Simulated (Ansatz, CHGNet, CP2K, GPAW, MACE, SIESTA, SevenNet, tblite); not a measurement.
**Liquid Cu at 1420 K (97 atoms) in other programs, against a plane-wave reference**

Wanted: errors and costs of other methods on liquid Cu at 1420 K (97 atoms). A plane-wave run serves as the reference.

Calculated with Ansatz 0.2.0; Kohn-Sham DFT, PBE, PAW, plane waves.

In doubt: a PseudoDojo file used here is known to give poor structures and forces (SIESTA), which bears on pressures, cells, forces and phonons.

**1. Set-up**

The cell holds 97 atoms: 97 Cu. Its edges and angles: a = 10.871 Å, b = 10.871 Å, c = 10.871 Å, α = 90.0°, β = 90.0°, γ = 90.0°. 97 atoms (97 Cu) placed at random at 7.97 g/cm³, melted at 1920 K for 20 ps at fixed volume with the EAM Cu potential (Mishin et al., Phys. Rev. B 63, 224106 (2001)). Snapshot at the end of a hold of 20 ps at 1420 K and fixed volume. The density is a measured one. Then every atom was moved at random, 0.05 Å r.m.s. a Cartesian component.

**2. Plane-wave reference**

The PAW files are the set soft_2.

input.yaml

```yaml
crystal:
  lattice:
    - [10.8711, 0.0, 0.0]
    - [0.0, 10.8711, 0.0]
    - [0.0, 0.0, 10.8711]
  atoms:
    - { symbol: Cu, position: [0.48977, 0.95472, 0.19946] }
    - { symbol: Cu, position: [0.63278, 0.69478, 0.1983] }
    - { symbol: Cu, position: [0.03166, 0.80568, 0.41914] }
    - { symbol: Cu, position: [0.03437, 0.03166, 0.46944] }
    [... 87 atom lines left out ...]
    - { symbol: Cu, position: [0.30255, 0.89604, 0.16344] }
    - { symbol: Cu, position: [0.95569, 0.44669, 0.69796] }
    - { symbol: Cu, position: [0.43249, 0.12828, 0.4437] }
    - { symbol: Cu, position: [0.20454, 0.62531, 0.6836] }
    - { symbol: Cu, position: [0.91275, 0.43875, 0.42029] }
    - { symbol: Cu, position: [0.64874, 0.89436, 0.03076] }
kpoints:
  mp_grid: { grid: [1, 1, 1] }
hamiltonian:
  xc: pbe
scf:
  occupations: { method: fermi_dirac, width: 0.05 }
output:
  forces: true
  eigenvalues: true
  populations: true
  stress: true
```

Run with:

```console
ansatz run input.yaml --threads 4 --pin off --max-ram 8192MiB --backend cpu --events-out ev --progress --plain --runs-dir out
```

Output:

```text
[...]
Pseudopotentials: kind: paw
Pseudopotential: Cu, paw, valence charge 19, recommended cutoff 420 eV (normal), Cu.paw.azcp
[...]
Crystal: 97 atoms, lattice volume = 1284.755 Å³
Basis set: ecut = 420 eV, 25173 PW (Γ), exchange–correlation on 150×150×150 points (8 copies of the dense FFT grid, shifted against one another)
Bands: 1106, of which v1, the nominal top of the filled ones, is band 922 counted from 1 (921 counted from 0)
Symmetry: 1 space group operations
Space group: P1 (ITA 1), of the structure as read, at distance tolerance 1.1e-4 Å
k-points: 1
[...]
Initial density: superposition of atomic densities (neutral atoms: chi_scale 0, normalization atom), corrected by the library's trained network
Initial wavefunctions: pseudopotential atomic-orbital guess
[...]
SCF iter   1: F=—  HF=-642599.487159 eV  |F-HF|=—  |Δ(HF+E_count)|=         —  Δρ=7.20e-3  dr2=9.24e-1  ethr=1.77e-3  ⟨swp⟩=5.0  Hψ=3793  notcnv=0  defer=138
preconditioner: auto → Kerker (q_TF=auto, 2.897 Å⁻¹)  [metal: Δε(μ)=0.057 eV  Ē_g=9.249 eV  σ=0.050 eV  W_gap=0.26  n_scr=514 (ndim 8)  ℏωp=33.8 eV  f_vac=0.005  D(μ)=65.33/eV (n_scr^D=618)]
[...]
SCF iter  11: F=—  HF=-642599.339974 eV  |F-HF|=—  |Δ(HF+E_count)|=   2.13e-7  Δρ=4.14e-6  dr2=3.26e-7  ethr=9.26e-11  ⟨swp⟩=2.0  Hψ=1871  notcnv=0  defer=146
SCF iter  12: F=-642599.339974 eV  HF=-642599.339974 eV  |F-HF|=6.01e-8  |Δ(HF+E_count)|=   3.20e-8  Δρ=2.07e-6  dr2=6.29e-8  ethr=5.43e-12  ⟨swp⟩=8.0  Hψ=4710  notcnv=0
SCF 1 converged in 12 iterations: F = -642599.339974 eV  dr2 = 6.29e-8
[...]
SCF converged after 12 iterations
Free energy (F): -642599.339974 eV
Harris-Foulkes:  -642599.339974 eV  (|F-HF|=6.01e-8)
Internal energy: -642598.760984 eV  (E = F + TS)
E sigma→0 (E₀):  -642599.050479 eV
Entropy (-TS):   -0.578990 eV (-5.969 meV/atom)
Fermi energy:    14.431493 eV
--- Per-component energies (eV) ---
[...]
Σ components = -642599.339974   (vs F -642599.339974, Δ=0.00e0)
--- Forces (eV/Å), atoms counted from 1 ---
  atom   1  Cu     1.83871861     0.11994888     0.66426896
  atom   2  Cu    -1.10925377     0.84573860     0.35204072
  atom   3  Cu     1.05333014    -0.95137102     0.55360849
  atom   4  Cu    -0.24347780     0.58563431     0.13259932
[...]
atom  97  Cu    -1.55064851    -0.12508618    -0.22723734
  max |Σ_I F_I| component: 2.31e-5 eV/Å
--- Stress (GPa, compression-positive) ---
        4.076386      -1.004338       0.887754
       -1.004338       1.984118       0.034234
        0.887754       0.034234       3.857903
  P = ⅓ Tr σ = 3.3061 GPa (33.061 kbar)
--- Band table (eV) ---
  k-point 0: bands = ["-98.2504", "-98.2449", "-98.2181", "-98.2102", [... 1090 levels ...], "25.6783", "25.7081", "25.7330", "25.7653", "25.7742", "25.8172", "25.8545", "25.8653", "25.8851", "25.8966", "25.9399", "25.9957"]
--- Löwdin populations: 97 sites ---
  site symbol       q [e]
     0     Cu     18.8695
     1     Cu     18.8695
     2     Cu     18.8606
[...]
96     Cu     18.8300
  spilling = 0.008011 (of n_electrons = 1843.000000)
```

Wall time 1.8 min (4 threads of Arm Neoverse V1, shared host); peak memory 3.3 GiB; 7 min of CPU time.

Read from the output:

```
free energy                             : -642599.3400 eV
free energy per atom                    : -6624.7355 eV/atom
SCF cycles                              : 12
pressure                                : 3.306 GPa
r.m.s. force component                  : 1.091 eV/Å
longest force                           : 4.877 eV/Å
Fermi energy                            : 14.43 eV
levels partly filled by over 2 per cent : 13
spilling of the projection              : 0.008011
```

Neighbours are counted within 3.33 Å (Cu-Cu).

Length of the force by element and coordination:

| element | coordination | atoms | mean length of the force (eV/Å) | spread | least | most |
| --- | --- | --- | --- | --- | --- | --- |
| Cu | all | 97 | 1.58 | 1.04 | 0.340 | 4.88 |
| Cu | 9 | 2 | 1.41 | 0.527 | 0.882 | 1.94 |
| Cu | 10 | 5 | 1.70 | 1.61 | 0.611 | 4.88 |
| Cu | 11 | 26 | 1.30 | 0.747 | 0.396 | 3.88 |
| Cu | 12 | 30 | 1.79 | 1.05 | 0.478 | 4.18 |
| Cu | 13 | 24 | 1.63 | 1.17 | 0.340 | 4.52 |
| Cu | 14 | 8 | 1.59 | 0.853 | 0.469 | 3.08 |
| Cu | 15 | 2 | 1.30 | 0.655 | 0.648 | 1.96 |

The levels nearest the highest filled one (over half full), pooled over k-points and spins:

| level less the highest filled one (eV) | occupation |
| --- | --- |
| -0.152 | 1.95 |
| -0.0875 | 1.84 |
| -0.0761 | 1.80 |
| -0.0597 | 1.73 |
| -0.0234 | 1.51 |
| 0 | 1.32 |
| 0.0349 | 0.987 |
| 0.0786 | 0.577 |
| 0.0916 | 0.476 |
| 0.111 | 0.353 |
| 0.141 | 0.209 |
| 0.164 | 0.137 |

The run ends at a pressure of 3.31 GPa, with forces up to 4.9 eV/Å.

**3. Structure statistics**

Density 7.97 g/cm³, 13.24 Å³ an atom.

Pair distribution function in bins of 0.1 Å:

| r (Å) | total |
| --- | --- |
| 1.85 | 0.00 |
| 1.95 | 0.06 |
| 2.05 | 0.26 |
| 2.15 | 0.47 |
| 2.25 | 1.15 |
| 2.35 | 2.04 |
| 2.45 | 2.71 |
| 2.55 | 2.69 |
| 2.65 | 2.22 |
| 2.75 | 1.65 |
| 2.85 | 1.28 |
| 2.95 | 1.07 |
| 3.05 | 1.05 |
| 3.15 | 0.79 |
| 3.25 | 0.49 |
| 3.35 | 0.51 |
| 3.45 | 0.67 |
| 3.55 | 0.52 |
| 3.65 | 0.59 |
| 3.75 | 0.56 |
| 3.85 | 0.73 |
| 3.95 | 0.53 |
| 4.05 | 0.98 |
| 4.15 | 1.17 |
| 4.25 | 1.12 |
| 4.35 | 1.11 |
| 4.45 | 1.25 |
| 4.55 | 1.39 |
| 4.65 | 1.35 |
| 4.75 | 1.23 |
| 4.85 | 1.18 |
| 4.95 | 1.15 |
| 5.05 | 1.01 |
| 5.15 | 1.07 |
| 5.25 | 0.88 |
| 5.35 | 1.05 |

Bonds by pair of elements; cutoffs follow the first minimum of g(r), held within bounds set by covalent radii, and pairs that aren't listed don't count as bonded:

| pair A-B | cutoff (Å) | bonds | mean length (Å) | spread (Å) | shortest (Å) | B about A | A about B |
| --- | --- | --- | --- | --- | --- | --- | --- |
| Cu-Cu | 3.33 | 584 | 2.70 | 0.296 | 1.98 | 12.0 | 12.0 |

How many atoms have how many bonded neighbours:

| element | mean | 9 | 10 | 11 | 12 | 13 | 14 | 15 |
| --- | --- | --- | --- | --- | --- | --- | --- | --- |
| Cu | 12.0 | 2 | 5 | 26 | 30 | 24 | 8 | 2 |

**4. What was run beside it**

The programs:
- CHGNet: machine-learned potential, published weights.
- CP2K 2026.2: Gaussian basis with GTH pseudopotentials and a plane-wave density; labels give functional, basis (MOLOPT sets; SR short-range, UZH the newer set with its own potentials), grid cutoff/relative cutoff and solver (OT: orbital transformation; TRS4, TC2, SIGN: linear-scaling purification with its sparsity filter), or its built-in tight binding.
- GPAW 26.7.0: PAW with atomic orbitals (LCAO), plane waves or a real-space grid of spacing h.
- MACE: machine-learned potential, published weights.
- SIESTA 5.4.2: numerical atomic orbitals, whose automatically made sets are far from complete, with PseudoDojo norm-conserving potentials that we converted to its format (checked against plane waves on the same files for H, C, O, Si, Ge and Ca alone); labels give functional, basis size, energy shift and mesh cutoff.
- SevenNet: machine-learned potential, published weights.
- tblite 0.8.0: extended tight binding, driven from Python.

All use the same cell and atoms; the electronic-structure runs use the same k-mesh, and an electronic temperature of 580 K (0.05 eV) where levels are smeared.

Differences are against the plane-wave reference, forces as r.m.s. over components; share is that over the reference's r.m.s. force, slope the least-squares factor from reference forces to these. Total energies of different programs have different zeros and aren't compared.

| run | Δ force, r.m.s. (meV/Å) | share (%) | slope | Δ pressure (GPa) | cores | CPU time | memory (GiB) |
| --- | --- | --- | --- | --- | --- | --- | --- |
| reference | - | - | - | - | 4 | 7 min | 3.3 |
| CHGNet 0.3.0 potential | 123 | 11.3 | 1.032 | -2.31 | 1 | 4.2 s | 1.6 |
| CP2K PBE, DZVP-MOLOPT-SR, 800/50 Ry, diagonalisation | 55.3 | 5.07 | 1.047 | 2.42 | 2 | 31 min | 7.0 |
| GPAW PBE, LCAO dzp, h 0.16 Å | 80.8 | 7.41 | 1.070 | - | 2 | 13 min | 3.5 |
| GPAW PBE, LCAO dzp, h 0.2 Å | 80.7 | 7.39 | 1.069 | - | 1 | 7.4 min | 1.9 |
| GPAW PBE, LCAO szp(dzp), h 0.2 Å (coarse) | 174 | 15.9 | 1.140 | - | 1 | 7.2 min | 1.9 |
| GPAW revPBE, LCAO dzp, h 0.2 Å | 117 | 10.7 | 1.100 | - | 1 | 7.5 min | 1.9 |
| MACE MP-0b3 medium potential | 108 | 9.94 | 0.995 | -2.44 | 1 | 9.4 s | 1.1 |
| SIESTA PBE, DZP, shift 0.01 Ry, mesh 100 Ry (coarse) | 128 | 11.7 | 1.028 | -3.71 | 4 | 4.2 min | 1.2 |
| SIESTA PBE, DZP, shift 0.01 Ry, mesh 500 Ry | 98.8 | 9.06 | 1.026 | -4.62 | 4 | 12 min | 2.6 |
| SIESTA PBE, SZP, shift 0.01 Ry, mesh 500 Ry (coarse) | 86.5 | 7.92 | 1.051 | -9.42 | 4 | 8.9 min | 2.3 |
| SevenNet 0 potential | 173 | 15.8 | 0.924 | -2.41 | 1 | 8.7 s | 1 |
| tblite GFN1-xTB | 495 | 45.4 | 1.354 | 18.2 | 1 | 11 s | 0.19 |

Rows marked coarse were listed beforehand as settings not expected to be converged; some can still land near the reference.

Times of the machine-learned potentials are mostly Python's start and the loading of weights.

CPU time is summed over cores on a shared host, where runs went side by side, so it is rough. Symmetry, cutoffs, thresholds, outputs and thread counts weren't matched or tuned between programs; memory under MPI is the largest rank's times the ranks.

Within one program, basis, potentials and functional, energies share a zero. Each run against its twin at the usual cutoff or grid and solver:

| run | twin | Δ energy (meV/atom) | Δ force, r.m.s. (meV/Å) | CPU time over the twin's |
| --- | --- | --- | --- | --- |
| GPAW PBE, LCAO dzp, h 0.16 Å | LCAO dzp, h 0.2 Å | -5.35 | 2.98 | 1.7 (this twin ran on 1 cores) |
| SIESTA PBE, DZP, shift 0.01 Ry, mesh 100 Ry | DZP, shift 0.01 Ry, mesh 500 Ry | -38.1 | 96.2 | 0.35 |

**5. Summary of results**

| Item | Value |
| --- | --- |
| reference r.m.s. force component | 1.09 eV/Å |
| nearest in forces | CP2K PBE, DZVP-MOLOPT-SR, 800/50 Ry, diagonalisation, 5.1 % |
| farthest in forces | tblite GFN1-xTB, 45 % |
| cheapest electronic-structure run beside the reference | tblite GFN1-xTB, 11 s of CPU time |

In words: The PBE runs in local orbitals, coarse settings apart, differ by 5.1 % (CP2K PBE, DZVP-MOLOPT-SR, 800/50 Ry, diagonalisation) to 9.1 % (SIESTA PBE, DZP, shift 0.01 Ry, mesh 500 Ry); basis, grid and potentials can all enter. Tight binding differs by 45 % (tblite GFN1-xTB); it is another model, with fitted parameters of its own, and the xTB methods hold dispersion. Machine-learned potentials differ by 9.9 % (MACE MP-0b3 medium potential) to 16 % (SevenNet 0 potential); they were trained on other programs' data. Rows with another functional or a dispersion term differ by 11 % (GPAW revPBE, LCAO dzp, h 0.2 Å), which mixes the change of model with differences of basis and potentials. Runs with settings chosen to be coarse differ by 7.9 % (SIESTA PBE, SZP, shift 0.01 Ry, mesh 500 Ry) to 16 % (GPAW PBE, LCAO szp(dzp), h 0.2 Å), their programs' other errors included. One electronic-structure run takes under half the reference's CPU time: tblite GFN1-xTB, at 45 % in 11 s against 7 min; its pressure misses by +18.2 GPa. SIESTA PBE, SZP, shift 0.01 Ry, mesh 500 Ry lies nearer than a larger basis of the same program, likely by a cancellation of errors. GPAW PBE, LCAO szp(dzp), h 0.2 Å stiffens the forces by a factor of 1.14 while following their directions (correlation 0.998); the slopes of the 4 GPAW runs lie between 1.07 and 1.14. In pressure, SIESTA PBE, SZP, shift 0.01 Ry, mesh 500 Ry misses by -9.4 GPa, at the same functional. In the reference: 13 levels are partly filled, by over 2 % (at Γ alone), as in a metal. In the reference: the first maximum of g(r) stands at about 2.5 Å. Periodic xTB results under one method name differ between programs and library versions. The potentials hold different valence shells: 1843 electrons in the reference, 1067 in GPAW and 1067 in CP2K with DZVP-MOLOPT-SR; this bears on time and differences. A potential file of the SIESTA runs is in doubt, which bears on their forces and pressure. The frame stands for 1420 K, but pressures are static and levels are smeared at 580 K, under the temperature of the frame, which matters where levels are partly filled. The electron count is odd in these runs, and they have no spin polarisation, so the unpaired electron is spread evenly over both spins. Machine-learned potentials mimic data converged in k, so the reference's own k-point error enters their differences. The network of bonds at the start is that of the classical potential that made the cell, and needn't be the one that DFT or experiment would give. The electron count is odd and the run has no spin polarisation, so levels at the top are partly filled by construction. The electronic-structure runs sample only Γ, in a cell whose shortest periodic width is 11 Å, which is coarse for a cell with partly filled levels.

[Also dropped from logs without a mark: logging warnings of Python, and SIESTA's first energy breakdown and zero terms.]

[Logs are printed without paths, hosts, clocks, repeated set-up lines and the standing remarks that a program may print on its own settings, such as how far it seeks lower states.]

[Hosts, paths, dates, database ids (printed as entryN), source tags and the programs' standing remarks are cut or masked in the printed files.]
